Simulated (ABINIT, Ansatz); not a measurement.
# Quasiparticle gap of Ba2IBrF2 (P4mm) in ABINIT

Aim: the G0W0 gap of Ba2IBrF2 (P4mm) on PBEsol, step by step.

Method: PBEsol and many-body steps on it, plane waves, in ABINIT 10.8.3.

**1. The structure**

The structure is tetragonal, space group P4mm (No. 99). The conventional cell has a = 4.623 Å, b = 4.623 Å, c = 7.991 Å, α = 90.00°, β = 90.00°, γ = 90.00°. Nearest to Ba lie 4 F at 2.70 Å and 4 I at 3.59 Å and 2 Br at 3.89 to 4.10 Å. Nearest to Ba lie 4 F at 2.73 Å and 4 Br at 3.50 Å and 2 I at 3.65 to 4.35 Å and 4 Ba at 4.34 Å. I has 6 Ba at 3.59 to 4.35 Å nearest. Nearest to Br lie 6 Ba at 3.50 to 4.10 Å and 4 F at 3.55 Å. F has 4 Ba at 2.70 to 2.73 Å nearest. Farther neighbours and most contacts between anions are not listed.

The cell and positions are those that the Materials Project relaxed with its own functionals (PBE, PBE+U or r2SCAN), kept fixed. Spin-orbit coupling is left out unless a step names it.

**2. Ground state**

This step: ABINIT 10.8.3; DFT, PBEsol, plane waves, norm-conserving pseudopotentials.

The ground-state density comes first.

Contents of run.abi:

```
acell 3*1.0 Angstrom
rprim 
  4.623364000000 0.000000000000 0.000000000000
  0.000000000000 4.623364000000 0.000000000000
  0.000000000000 0.000000000000 7.991386000000
ntypat 4
znucl 56 53 35 9
natom 6
typat 1 1 2 3 4 4
xred 
  0.500000000000 0.500000000000 0.827396000000
  0.000000000000 0.000000000000 0.185191000000
  0.000000000000 0.000000000000 0.641387000000
  0.500000000000 0.500000000000 0.340098000000
  0.500000000000 0.000000000000 0.002964000000
  0.000000000000 0.500000000000 0.002964000000
pp_dirpath "pseudos"
pseudos "Ba.upf, I.upf, Br.upf, F.upf"
ecut 36
ngkpt 4 4 2
nshiftk 1
shiftk 0 0 0
kptopt 1
chksymbreak 0
nband 31
occopt 1
tolvrs 1e-08
nstep 60
prtwf 0
optforces 0
optstress 0
indata_prefix "in"
outdata_prefix "out"
tmpdata_prefix "tmp"
```

Started as:

```bash
OMP_NUM_THREADS=1 mpirun -n 4 abinit run.abi > log
```

Numbers of over 12 decimals in the logs are rounded to 6 here.

The program printed:

```text
.Version 10.8.3 of ABINIT. v10.8.2 released Aug 2026.

 Symmetries : space group P4 m m (# 99); Bravais tP (primitive tetrag.)
================================================================================
 Values of the parameters that define the memory need of the present run
     intxc =       0    ionmov =       0      iscf =       7    lmnmax =       6
     lnmax =       6     mgfft =      90  mpssoang =       3    mqgrid =    4079
     natom =       6  nloc_mem =       1    nspden =       1   nspinor =       1
    nsppol =       1      nsym =       8    n1xccc =    2501    ntypat =       4
    occopt =       1   xclevel =       2
-    mband =          31        mffmem =           1         mkmem =           3
       mpw =       11916          nfft =      207360          nkpt =          12
================================================================================
  Rough estimation (10% accuracy) of disk space for files :
================================================================================

--------------------------------------------------------------------------------
------------- Echo of variables that govern the present computation ------------
--------------------------------------------------------------------------------
 -outvars: echo values of preprocessed input variables --------
            acell      1.8897261259E+00  1.8897261259E+00  1.8897261259E+00 Bohr

      chksymbreak           0
             ecut      3.60000000E+01 Hartree
-          fftalg         312

              ixc     -116133
              kpt      0.00000000E+00  0.00000000E+00  0.00000000E+00
                       2.50000000E-01  0.00000000E+00  0.00000000E+00
                       5.00000000E-01  0.00000000E+00  0.00000000E+00
                       2.50000000E-01  2.50000000E-01  0.00000000E+00
                       5.00000000E-01  2.50000000E-01  0.00000000E+00
                       5.00000000E-01  5.00000000E-01  0.00000000E+00
                       0.00000000E+00  0.00000000E+00  5.00000000E-01
                       2.50000000E-01  0.00000000E+00  5.00000000E-01
                       5.00000000E-01  0.00000000E+00  5.00000000E-01
                       2.50000000E-01  2.50000000E-01  5.00000000E-01
                       5.00000000E-01  2.50000000E-01  5.00000000E-01
[...]
kptrlatt        4    0    0      0    4    0      0    0    2
          kptrlen      3.02030618E+01
P           mkmem           3
            natom           6
            nband          31
            ngfft          48      48      90
             nkpt          12
            nstep          60
             nsym           8
           ntypat           4
              occ      2.000000  2.000000  2.000000  2.000000  2.000000  2.000000
                       2.000000  2.000000  2.000000  2.000000  2.000000  2.000000
                       2.000000  2.000000  2.000000  2.000000  2.000000  2.000000
                       2.000000  2.000000  2.000000  2.000000  2.000000  2.000000
                       0.000000  0.000000  0.000000  0.000000  0.000000  0.000000
                       0.000000
        optforces           0
        optstress           0
            prtwf           0
            rprim      4.6233640000E+00  0.0000000000E+00  0.0000000000E+00
[...]
spgroup          99

           tolvrs      1.00000000E-08

             xred      5.0000000000E-01  5.0000000000E-01  8.2739600000E-01
[...]
znucl       56.00000   53.00000   35.00000    9.00000

================================================================================

 chkinp: Checking input parameters for consistency.

================================================================================
== DATASET  1 ==================================================================
-   mpi_nproc: 4, omp_nthreads: 1 (-1 if OMP is not activated)

--- !DatasetInfo
iteration_state: {dtset: 1, }
dimensions: {natom: 6, nkpt: 12, mband: 31, nsppol: 1, nspinor: 1, nspden: 1, mpw: 11916, }
cutoff_energies: {ecut:  36.0, pawecutdg:  -1.0, }
electrons: {nelect:   4.80000000E+01, charge:   0.00000000E+00, occopt:   1.00000000E+00, tsmear:   1.00000000E-02, }

 Real(R)+Recip(G) space primitive vectors, cartesian coordinates (Bohr,Bohr^-1):
 R(1)=  8.7368917  0.0000000  0.0000000  G(1)=  0.1144572  0.0000000  0.0000000
 R(2)=  0.0000000  8.7368917  0.0000000  G(2)=  0.0000000  0.1144572  0.0000000
 R(3)=  0.0000000  0.0000000 15.1015309  G(3)=  0.0000000  0.0000000  0.0662185
 Unit cell volume ucvol=  1.1527493E+03 bohr^3
 Angles (23,13,12)=  9.00000000E+01  9.00000000E+01  9.00000000E+01 degrees

 getcut: wavevector=  0.0000  0.0000  0.0000  ngfft=  48  48  90
         ecut(hartree)=     36.000   => boxcut(ratio)=   2.03408

--- Pseudopotential description ------------------------------------------------
- Ba Generated using ONCVPSP code by D. R. Hamann
- 56.00000  10.00000  180301                  znucl, zion, pspdat
12 -116133 2 -1 1936                          pspcod,pspxc,lmax,lloc,mmax
     nproj     2     2     2
  pspatm : epsatm=   26.37418133
         --- l  ekb(1:nproj) -->
[...]
pspatm: atomic psp has been read  and splines computed

- I Generated using ONCVPSP code by D. R. Hamann
[...]
pspatm: atomic psp has been read  and splines computed

- Br Generated using ONCVPSP code by D. R. Hamann
- 35.00000   7.00000  180301                  znucl, zion, pspdat
12 -116133 2 -1 1098                          pspcod,pspxc,lmax,lloc,mmax
     nproj     2     2     2
  pspatm : epsatm=   10.94932683
         --- l  ekb(1:nproj) -->
[...]
pspatm: atomic psp has been read  and splines computed

- F Generated using ONCVPSP code by D. R. Hamann
-  9.00000   7.00000  180301                  znucl, zion, pspdat
12 -116133 2 -1 832                           pspcod,pspxc,lmax,lloc,mmax
     nproj     2     2     1
  pspatm : epsatm=    4.89824381
         --- l  ekb(1:nproj) -->
[...]
2   -2.394754
 pspatm: atomic psp has been read  and splines computed

   4.39855496E+03                                ecore*ucvol(ha*bohr**3)
--------------------------------------------------------------------------------

_setup2: Arith. and geom. avg. npw (full set) are   11892.781   11892.765

================================================================================

--- !BeginCycle
iteration_state: {dtset: 1, }
solver: {iscf: 7, nstep: 60, nline: 4, wfoptalg: 0, }
tolerances: {tolvrs: 1.00E-08, }

     iter   Etot(hartree)      deltaE(h)  residm     vres2
 ETOT  1  -134.12513442279    -1.341E+02 9.692E-02 1.529E+03
 ETOT  2  -134.22462214603    -9.949E-02 8.637E-03 5.793E+02
 ETOT  3  -134.44245174798    -2.178E-01 3.939E-03 2.850E+02
 ETOT  4  -134.45722280930    -1.477E-02 2.096E-03 4.473E+01
 ETOT  5  -134.45827766153    -1.055E-03 2.787E-03 3.073E+00
 ETOT  6  -134.45839847856    -1.208E-04 9.793E-04 4.516E-01
 ETOT  7  -134.45840952063    -1.104E-05 2.082E-03 1.522E-02
 ETOT  8  -134.45840986285    -3.422E-07 7.509E-04 2.865E-03
 ETOT  9  -134.45840991949    -5.664E-08 8.091E-04 4.400E-04
 ETOT 10  -134.45840992844    -8.953E-09 5.606E-04 3.570E-05
 ETOT 11  -134.45840992925    -8.103E-10 3.313E-04 1.210E-06
 ETOT 12  -134.45840992929    -4.468E-11 2.340E-04 4.265E-08
 ETOT 13  -134.45840992930    -7.702E-12 1.216E-04 7.918E-09

 At SCF step   13       vres2   =  7.92E-09 < tolvrs=  1.00E-08 =>converged.

--- !ResultsGS
iteration_state: {dtset: 1, }
comment   : Summary of ground state results
lattice_vectors:
- [  8.7368917,   0.0000000,   0.0000000, ]
- [  0.0000000,   8.7368917,   0.0000000, ]
- [  0.0000000,   0.0000000,  15.1015309, ]
lattice_lengths: [   8.73689,    8.73689,   15.10153, ]
lattice_angles: [ 90.000,  90.000,  90.000, ] # degrees, (23, 13, 12)
lattice_volume:   1.1527493E+03
convergence: {deltae: -7.702E-12, res2:  7.918E-09, residm:  1.216E-04, diffor:  0.000E+00, }
etotal    :  -1.34458410E+02
entropy   :   0.00000000E+00
fermie    :   8.81151188E-02
cartesian_stress_tensor: null
pressure_GPa: null
xred      :
- [  5.0000E-01,   5.0000E-01,   8.2740E-01, Ba]
- [  0.0000E+00,   0.0000E+00,   1.8519E-01, Ba]
- [  0.0000E+00,   0.0000E+00,   6.4139E-01,  I]
- [  5.0000E-01,   5.0000E-01,   3.4010E-01, Br]
- [  5.0000E-01,   0.0000E+00,   2.9640E-03,  F]
- [  0.0000E+00,   5.0000E-01,   2.9640E-03,  F]
cartesian_forces: null
force_length_stats: {min: null, max: null, mean: null, }

 Integrated electronic density in atomic spheres:
 ------------------------------------------------
 Atom  Sphere_radius  Integrated_density
[...]
================================================================================

 ----iterations are completed or convergence reached----

 Mean square residual over all n,k,spin=   14.651E-07; max=  12.159E-05
 reduced coordinates (array xred) for    6 atoms
[...]
0.000000000000      0.000000000000      0.185191000000
       0.000000000000      0.000000000000      0.641387000000
       0.500000000000      0.500000000000      0.340098000000
       0.500000000000      0.000000000000      0.002964000000
       0.000000000000      0.500000000000      0.002964000000
 rms dE/dt=  0.0000E+00; max dE/dt=  0.0000E+00; dE/dt below (all hartree)
    1       0.000000000000      0.000000000000      0.000000000000
    2       0.000000000000      0.000000000000      0.000000000000
    3       0.000000000000      0.000000000000      0.000000000000
    4       0.000000000000      0.000000000000      0.000000000000
    5       0.000000000000      0.000000000000      0.000000000000
    6       0.000000000000      0.000000000000      0.000000000000

 cartesian coordinates (angstrom) at end:
    1      2.311682     2.311682     6.612041
    2      0.000000     0.000000     1.479933
    3      0.000000     0.000000     5.125571
    4      2.311682     2.311682     2.717854
    5      2.311682     0.000000     0.023686
    6      0.000000     2.311682     0.023686
 length scales=  1.889726125908  1.889726125908  1.889726125908 bohr
              =  1.000000000000  1.000000000000  1.000000000000 angstroms
 prteigrs : about to open file out_EIG
 Fermi (or HOMO) energy (hartree) =   0.08812   Average Vxc (hartree)=  -0.33043
 Eigenvalues (hartree) for nkpt=  12  k points:
 kpt#   1, nband= 31, wtk=  0.03125, kpt=  0.0000  0.0000  0.0000 (reduced coord)
  -0.85880   -0.85458   -0.69056   -0.68943   -0.38069   -0.32095   -0.31469   -0.31469
  -0.30663   -0.30650   -0.30650   -0.28951   -0.03368   -0.02926   -0.02917   -0.02917
  -0.01173   -0.01173    0.03784    0.05637    0.05637    0.08143    0.08812    0.08812
   0.24426    0.25554    0.27191    0.29580    0.29953    0.32802    0.33362
 prteigrs : prtvol=0 or 1, do not print more k-points.

--- !EnergyTerms
iteration_state     : {dtset: 1, }
comment             : Components of total free energy in Hartree
kinetic             :  5.27110179218700E+01
hartree             :  3.67820636422502E+01
xc                  : -3.32893095119170E+01
Ewald energy        : -8.70123583806601E+01
psp_core            :  3.81570805061811E+00
local_psp           : -1.13369276809604E+02
non_local_psp       :  5.90374515814173E+00
total_energy        : -1.34458409929301E+02
total_energy_eV     : -3.65879972660667E+03
band_energy         : -1.08353725168171E+01

== END DATASET(S) ==============================================================
================================================================================

 -outvars: echo values of variables after computation  --------
           etotal     -1.3445840993E+02
            nband          31
             nkpt          12
          spgroup          99
 [... the other variables as echoed above ...]

 Calculation completed.
```

Run time: 90 s. Hardware: 4 MPI ranks of Arm Neoverse N1, shared host; peak memory 0.49 GiB.

This step gave:

```
total energy               : -3658.7997 eV
gap                        : 4.249 eV
k of the valence top       : 0, 0, 0
k of the conduction bottom : 0, 0, 0
least direct gap           : 4.249 eV
```

The gap is direct, at Γ.

(Continued in part 2 of 3.)

[Paths, hosts, dates, memory and timing lines, banners, echoed tables and standing remarks are left out of the program output.]

[Logs are printed without paths, hosts, clocks, repeated set-up lines and the standing remarks that a program may print on its own settings, such as how far it seeks lower states.]

[Runs of the session that timed out or met a known fault of the program may be left out.]

[Hosts, paths, dates, database ids (printed as entryN), source tags and the programs' standing remarks are cut or masked in the printed files.]

[G0W0 gaps are taken among the corrected bands and points alone; a level outside them can change the order at an edge.]

[Where Ansatz stands beside ABINIT at settings called matched, ABINIT's density can come from a denser mesh and the files from another edition; pairs whose starting gaps differed by over 0.03 eV were left out, so agreement reads better than it is.]
